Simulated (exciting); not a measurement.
# S K-edge absorption of ZnS, all-electron BSE

Aim: the S K absorption edge of ZnS with the electron–hole interaction treated explicitly, and what each term of the kernel does.

Method: X-ray absorption, core-level Bethe-Salpeter equation, exchange and statically screened direct term, Tamm-Dancoff, all-electron LAPW+lo PBE, in exciting sodium.

The database entry behind the starting cell differs from later determinations by our own check (about 0.1 % short), so it need not match the best structure at ambient conditions.

### Step 1. Starting point

It takes space group F-43m (No. 216, cubic). Conventional cell: a = 5.404 Å, b = 5.404 Å, c = 5.404 Å, α = 90.00°, β = 90.00°, γ = 90.00°. Nearest to Zn lie 4 S at 2.34 Å. S has 4 Zn at 2.34 Å nearest. Farther neighbours and most contacts between anions are not listed.

Structure file:

```cif
data_structure
_symmetry_space_group_name_H-M 'F-43m'
_symmetry_Int_Tables_number 216
_cell_length_a 5.4040
_cell_length_b 5.4040
_cell_length_c 5.4040
_cell_angle_alpha 90.000
_cell_angle_beta 90.000
_cell_angle_gamma 90.000
_cell_volume 157.81
loop_
_atom_site_label
_atom_site_type_symbol
_atom_site_symmetry_multiplicity
_atom_site_Wyckoff_symbol
_atom_site_fract_x
_atom_site_fract_y
_atom_site_fract_z
_atom_site_occupancy
Zn1 Zn 4 c 0.25000 0.25000 0.25000 1
S1 S 4 a 0.00000 0.00000 0.00000 1
```

Differences between curves are given as r.m.s. difference over r.m.s. height.

### Step 2. The self-consistent potential

The species files are the program's own, with muffin-tin radii set in the input.

File input.xml:

```
<input>
  <title>ZnS</title>
  <structure speciespath="." autormt="false" epslat="1.0e-5">
    <crystal>
      <basevect>0.0000000000 5.1060399878 5.1060399878</basevect>
      <basevect>5.1060399878 0.0000000000 5.1060399878</basevect>
      <basevect>5.1060399878 5.1060399878 0.0000000000</basevect>
    </crystal>
    <species speciesfile="Zn.xml" rmt="2.240">
      <atom coord="0.7500000000 0.7500000000 0.7500000000"/>
    </species>
    <species speciesfile="S.xml" rmt="2.049">
      <atom coord="0.0000000000 0.0000000000 0.0000000000"/>
    </species>
  </structure>
  <groundstate do="fromscratch" xctype="GGA_PBE" ngridk="5 5 5" rgkmax="7" gmaxvr="14" nempty="8" swidth="0.001" maxscl="100" epsengy="1e-5"/>
</input>
```

Launch:

```bash
$ OMP_NUM_THREADS=1 mpirun -n 4 exciting
```

Numbers of over 12 decimals in the logs are rounded to 6 here.

The program printed:

```text
EXCITING SODIUM started
********************************************************************************
* Ground-state run starting from atomic densities                              *
********************************************************************************
+ Starting initialization                                                      +
[... lattice and species ...]
 Spin treatment                             :    spin-unpolarised
 Number of Bravais lattice symmetries       :      48
[...]
valence-band maximum at    1      0.0000  0.0000  0.0000
     conduction-band minimum at    1      0.0000  0.0000  0.0000
+ Self-consistent loop stopped                                                 +
 STATE.OUT is written
********************************************************************************
* Groundstate module stopped                                                   *
********************************************************************************
 Total time spent (seconds)                 :        11.38
| EXCITING SODIUM stopped                                                      =
[key lines of the parts left out:]
Total energy                               :     -2195.37535128
Fermi energy                               :         0.15676612
```

Elapsed: 14 s, on 4 MPI ranks of Arm Neoverse V1, shared host.

The mesh shows a gap of 2.10 eV. Core levels (Dirac, from the valence top):

```csv
atom,level,energy (eV)
Zn,2s1/2,-1153.6
Zn,2p1/2,-1015.4
Zn,2p3/2,-991.5
Zn,3s1/2,-124.9
S,1s1/2,-2398.6
S,2s1/2,-204.7
S,2p1/2,-150.3
S,2p3/2,-149.1
```

### Step 3. A richer basis for the empty states

Each species file gets more local orbitals, built from u and its energy derivative at 0.15 Ha and u at 0.9 Ha.

input.xml is that of step 2.

File SPECIES.xml, added lines:

```
<lo l="L">  <!-- L = 0, 1, 2 -->
  <wf matchingOrder="0" trialEnergy="0.1500" searchE="false"/>
  <wf matchingOrder="1" trialEnergy="0.1500" searchE="false"/>
  <wf matchingOrder="0" trialEnergy="0.9000" searchE="false"/>
</lo>
```

Launch:

```bash
$ OMP_NUM_THREADS=1 mpirun -n 4 exciting
```

The program printed:

```text
EXCITING SODIUM started
********************************************************************************
* Ground-state run starting from atomic densities                              *
********************************************************************************
+ Starting initialization                                                      +
[... lattice and species ...]
 Spin treatment                             :    spin-unpolarised
 Number of Bravais lattice symmetries       :      48
[...]
valence-band maximum at    1      0.0000  0.0000  0.0000
     conduction-band minimum at    1      0.0000  0.0000  0.0000
+ Self-consistent loop stopped                                                 +
 STATE.OUT is written
********************************************************************************
* Groundstate module stopped                                                   *
********************************************************************************
 Total time spent (seconds)                 :        15.98
| EXCITING SODIUM stopped                                                      =
[key lines of the parts left out:]
Total energy                               :     -2195.37613061
Fermi energy                               :         0.15734717
```

Wall time 16 s (4 MPI ranks).

Against the first ground state the total energy moves by -11 meV an atom and the gap by 0.00 eV.

### Step 4. Screening, kernels and BSE for S atom 2

The absorber has 4 Zn at 2.34 Å (tetrahedral, site symmetry -43m).

Changes to input.xml since step 3:

```diff
@@ -15,3 +15,20 @@
   </structure>
-  <groundstate do="fromscratch" xctype="GGA_PBE" ngridk="5 5 5" rgkmax="7" gmaxvr="14" nempty="8" swidth="0.001" maxscl="100" epsengy="1e-5"/>
+  <groundstate do="skip" xctype="GGA_PBE" ngridk="5 5 5" rgkmax="7" gmaxvr="14" nempty="8" swidth="0.001" maxscl="100" epsengy="1e-5"/>
+  <xs xstype="BSE" ngridk="5 5 5" ngridq="5 5 5" vkloff="0.097 0.273 0.493" rgkmax="7" nempty="20" gqmax="3" lmaxapwwf="5" lmaxemat="2" broad="0.01654" tevout="true">
+    <energywindow intv="87.780 89.397" points="439"/>
+    <screening screentype="full" nempty="37"/>
+    <BSE xas="true" xasspecies="2" xasatom="1" xasedge="K" bsetype="singlet" nstlxas="1 16"/>
+    <qpointset>
+      <qpoint>0 0 0</qpoint>
+    </qpointset>
+    <plan>
+      <doonly task="xsgeneigvec"/>
+      <doonly task="writepmatxs"/>
+      <doonly task="scrgeneigvec"/>
+      <doonly task="scrwritepmat"/>
+      <doonly task="screen"/>
+      <doonly task="scrcoulint"/>
+      <doonly task="exccoulint"/>
+    </plan>
+  </xs>
 </input>
```

File input.xml for the last start (plan only):

```
  <plan>
    <doonly task="bse"/>
  </plan>
```

Launch:

```bash
$ OMP_NUM_THREADS=1 mpirun -n 4 exciting
$ OMP_NUM_THREADS=4 exciting
```

The program printed:

```text
| EXCITING SODIUM started for task xsgeneigvec ( 301)                          =
One-shot GS runs for BSE calculations
One-shot GS runs for k+qmt/2 grids
Info(xsgeneigvec): Generating eigenvectors for Q-point      1
Info(xsgeneigvec): Generation of eigenvectors finished
| EXCITING SODIUM started for task writepmatxs ( 320)                          =
Info(writepmatxs): Momentum matrix elements finished
| EXCITING SODIUM started for task scrgeneigvec ( 401)                         =
One-shot GS runs for BSE calculations
One-shot GS runs for k+qmt/2 grids
[...]
Info(setup_bse_block): Setting up RR part of hamiltonian
Info(setup_bse_block): Singlet spin state
Info(bse): Diagonalizing RR Hamiltonian (TDA)
Info(bse): Invoking Lapack routine ZHEEVR
      4000 eigen solutions found in the interval:
         i1=       1 i2=    4000
Info(bse): Writing excition energies and oscillator strengths to text file.
Info(makespectrum_dist): Making spectrum using formula for coupling with time reversed AR basis.
Info(makespectrum_dist): Using formalism for vanishing momentum transfer.
Info(writederived): Writing quantities derived from the macroscopic dielectric function.
Info(bselauncher): Spectrum finished for iqmt=  1
Info(bselauncher): All done for BSE type singlet
```

The job ended after 11 min (4 MPI ranks).

Wall time by task: xsgeneigvec 3.7 s, writepmatxs 6 s, scrgeneigvec 2.9 s, scrwritepmat 1.7 s, screen 95 s, scrcoulint 4.2 min, exccoulint 4 min, bse 32 s.

The S K spectrum of S atom 2 (energy from the Kohn–Sham onset, core level to the lowest empty state found on the meshes used, 2400.62 eV; the ground-state mesh sets it, and the shifted mesh has its lowest transition 0.52 eV above it; Im ε scaled to the maximum of the singlet run; cut below the end of the band set):

```csv
E (eV),Im ε
-3.0,0.02
-2.5,0.03
-2.0,0.04
-1.5,0.05
-1.0,0.08
-0.5,0.13
0.0,0.27
0.5,0.64
1.0,1.00
1.5,0.81
2.0,0.60
2.5,0.52
3.0,0.54
3.5,0.49
4.0,0.41
4.5,0.45
5.0,0.46
5.5,0.41
6.0,0.37
6.5,0.31
7.0,0.27
7.5,0.25
8.0,0.26
8.5,0.26
9.0,0.22
9.5,0.16
10.0,0.13
10.5,0.15
11.0,0.19
11.5,0.20
12.0,0.25
12.5,0.26
13.0,0.27
13.5,0.28
14.0,0.25
14.5,0.25
15.0,0.23
15.5,0.22
16.0,0.22
16.5,0.18
17.0,0.15
17.5,0.14
18.0,0.13
18.5,0.13
19.0,0.13
19.5,0.12
```

Maxima (height): 0.9 eV (1.00), 3.1 eV (0.55), 4.7 eV (0.47), 8.0 eV (0.26) and 13.5 eV (0.28).

The Hamiltonian has 4000 rows. The lowest groups of eigenvalues and the brightest ones, on the scale above (the program counts from the shifted mesh's onset, 0.52 eV higher). Core spinors bring spin-forbidden partners, so dark means forbidden by spin or by symmetry, and the shifted mesh splits states that symmetry would keep together:

```
energy (eV)  states within 10 meV  relative strength
     -0.066                     2              0.032
      0.344                     2               0.12
      0.611                     2               0.38
      0.766                     2               0.73
      0.821                     2               1.00
      0.892                     2               0.81
      0.953                     2               0.46
      1.278                     2               0.31
      3.114                     2               0.33
```

### Step 5. Independent particles

Changes to input.xml since step 4:

```diff
@@ -19,3 +19,3 @@
     <screening screentype="full" nempty="37"/>
-    <BSE xas="true" xasspecies="2" xasatom="1" xasedge="K" bsetype="singlet" nstlxas="1 16"/>
+    <BSE xas="true" xasspecies="2" xasatom="1" xasedge="K" bsetype="IP" nstlxas="1 16"/>
     <qpointset>
@@ -24,9 +24,3 @@
     <plan>
-      <doonly task="xsgeneigvec"/>
-      <doonly task="writepmatxs"/>
-      <doonly task="scrgeneigvec"/>
-      <doonly task="scrwritepmat"/>
-      <doonly task="screen"/>
-      <doonly task="scrcoulint"/>
-      <doonly task="exccoulint"/>
+      <doonly task="bse"/>
     </plan>
```

Launch:

```bash
$ OMP_NUM_THREADS=4 exciting
```

The program printed:

```text
| EXCITING SODIUM started for task bse ( 445)                                  =
Info(bselauncher): Init time:    0.449932
Info(bselauncher): Setting up and diagonalizing BSE Hamiltonian.
Info(bselauncher): Using momentum transfer vectors from list :   1 to  1
Info(bselauncher): Distributing qmt-points over   1 processes.
Info(bselauncher): BSE type: IP
Info(bselauncher): Momentum transfer list index: iqmt=  1
Info(bselauncher): Momentum transfer: vqmtl=   0.000   0.000   0.000
Info(bse): Inspecting occupations...
Info(setranges_modxs): Number of non-reduced k-points:      125
[...]
highest unoccupied state:  28
  Opening gap with a scissor of:      0.000/H      0.000/eV
Info(select_transitions): Number of participating transitions:    4000
Info(bse): Selecting transitions...
Info(bse):bsegap (eV):  2401.143771
Info(bse): IP requested, nothing much to do
Info(bse): Writing excition energies and oscillator strengths to text file.
Info(makespectrum_dist): Making spectrum using formula for coupling with time reversed AR basis.
Info(makespectrum_dist): Using formalism for vanishing momentum transfer.
Info(writederived): Writing quantities derived from the macroscopic dielectric function.
Info(bselauncher): Spectrum finished for iqmt=  1
Info(bselauncher): All done for BSE type IP
```

Wall time 1.5 s (4 threads).

Maxima (height): 2.7 eV (0.42), 4.0 eV (0.47), 6.6 eV (0.46), 9.1 eV (0.37) and 16.6 eV (0.36); 2 lower ones aren't listed. The spectrum differs from the singlet run by 62 % r.m.s. The highest maximum lies at 4.0 eV (0.47), against 0.9 eV (1.00).

### Step 6. Exchange alone

Changes to input.xml since step 5:

```diff
@@ -19,3 +19,3 @@
     <screening screentype="full" nempty="37"/>
-    <BSE xas="true" xasspecies="2" xasatom="1" xasedge="K" bsetype="IP" nstlxas="1 16"/>
+    <BSE xas="true" xasspecies="2" xasatom="1" xasedge="K" bsetype="RPA" nstlxas="1 16"/>
     <qpointset>
```

Launch:

```bash
$ OMP_NUM_THREADS=4 exciting
```

The program printed:

```text
| EXCITING SODIUM started for task bse ( 445)                                  =
Info(bselauncher): Init time:    0.450838
Info(bselauncher): Setting up and diagonalizing BSE Hamiltonian.
Info(bselauncher): Using momentum transfer vectors from list :   1 to  1
Info(bselauncher): Distributing qmt-points over   1 processes.
Info(bselauncher): BSE type: RPA
Info(bselauncher): Momentum transfer list index: iqmt=  1
Info(bselauncher): Momentum transfer: vqmtl=   0.000   0.000   0.000
Info(bse): Inspecting occupations...
Info(setranges_modxs): Number of non-reduced k-points:      125
[...]
Info(setup_bse_block): Setting up RR part of hamiltonian
Info(setup_bse_block): Using RPA approximation
Info(bse): Diagonalizing RR Hamiltonian (TDA)
Info(bse): Invoking Lapack routine ZHEEVR
      4000 eigen solutions found in the interval:
         i1=       1 i2=    4000
Info(bse): Writing excition energies and oscillator strengths to text file.
Info(makespectrum_dist): Making spectrum using formula for coupling with time reversed AR basis.
Info(makespectrum_dist): Using formalism for vanishing momentum transfer.
Info(writederived): Writing quantities derived from the macroscopic dielectric function.
Info(bselauncher): Spectrum finished for iqmt=  1
Info(bselauncher): All done for BSE type RPA
```

It took 33 s on 4 threads.

Maxima (height): 2.7 eV (0.42), 4.0 eV (0.47), 6.6 eV (0.46), 9.1 eV (0.37) and 16.6 eV (0.36); 2 lower ones aren't listed. The spectrum is that of the independent-particle run within 1 %.

### Step 7. Direct term alone

Changes to input.xml since step 6:

```diff
@@ -19,3 +19,3 @@
     <screening screentype="full" nempty="37"/>
-    <BSE xas="true" xasspecies="2" xasatom="1" xasedge="K" bsetype="RPA" nstlxas="1 16"/>
+    <BSE xas="true" xasspecies="2" xasatom="1" xasedge="K" bsetype="triplet" nstlxas="1 16"/>
     <qpointset>
```

Launch:

```bash
$ OMP_NUM_THREADS=4 exciting
```

The program printed:

```text
| EXCITING SODIUM started for task bse ( 445)                                  =
Info(bselauncher): Init time:    0.450914
Info(bselauncher): Setting up and diagonalizing BSE Hamiltonian.
Info(bselauncher): Using momentum transfer vectors from list :   1 to  1
Info(bselauncher): Distributing qmt-points over   1 processes.
Info(bselauncher): BSE type: triplet
Info(bselauncher): Momentum transfer list index: iqmt=  1
Info(bselauncher): Momentum transfer: vqmtl=   0.000   0.000   0.000
Info(bse): Inspecting occupations...
[...]
Info(setup_bse_block): Setting up RR part of hamiltonian
Info(setup_bse_block): Triplet spin state
Info(bse): Diagonalizing RR Hamiltonian (TDA)
Info(bse): Invoking Lapack routine ZHEEVR
      4000 eigen solutions found in the interval:
         i1=       1 i2=    4000
Info(bse): Writing excition energies and oscillator strengths to text file.
Info(makespectrum_dist): Making spectrum using formula for coupling with time reversed AR basis.
Info(makespectrum_dist): Using formalism for vanishing momentum transfer.
Info(writederived): Writing quantities derived from the macroscopic dielectric function.
Info(bselauncher): Spectrum finished for iqmt=  1
Info(bselauncher): All done for BSE type triplet
```

The job ended after 32 s (4 threads).

Maxima (height): 0.9 eV (1.00), 3.1 eV (0.55), 4.7 eV (0.47), 8.0 eV (0.26) and 13.5 eV (0.28). The spectrum is that of the singlet run within 1 %.

[end of part 1 of 2]

[Banner, clock and machine lines of the logs are left out without a mark of their own.]

[Logs are printed without paths, hosts, clocks, repeated set-up lines and the standing remarks that a program may print on its own settings, such as how far it seeks lower states.]

[Hosts, paths, dates, database ids (printed as entryN), source tags and the programs' standing remarks are cut or masked in the printed files.]
